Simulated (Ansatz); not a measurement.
# r2SCAN work function of a third face of Rh from its PBE value

PBE and r2SCAN are run on the same slabs. If the two track each other from face to face, two faces calibrate the third.

**Method.** Ansatz 0.2.0, plane waves with PAW datasets (its set soft_2) at their recommended cutoffs; symmetric slabs of 7 layers cut at the tabulated experimental lattice constant, atoms at bulk places, 18 Å of vacuum, k-spacing 0.16 Å⁻¹ (2π included), Fermi-Dirac smearing of 0.1 eV, SCF threshold 1e-9 eV. The work function is the vacuum level less the Fermi level.

| run | PBE (eV) | r2SCAN (eV) |
| --- | --- | --- |
| Rh(110) | 4.678 | 4.657 |
| Rh(100) | 5.055 | ? |
| Rh(111) | 5.165 | 5.165 |

**Question.** What value belongs in the row marked “?”, and how far can the other rows tell?

Two rows fix a line: slope = (5.165 − 4.657) / (5.165 − 4.678) = 1.0431, intercept −0.2226. At 5.055 it gives 1.0431 × 5.055 + (−0.2226) = 5.050 eV. Rounding of the rows alone allows about ±0.001 eV there; two rows can't show whether the line holds.

The run itself gives 5.063 eV: a miss of +0.013 eV. The plain offset, r2SCAN less PBE, runs from −0.021 to +0.008 eV over the three faces.

**Limits.** Unrelaxed, unreconstructed faces at one geometry; neither value is a test against experiment.
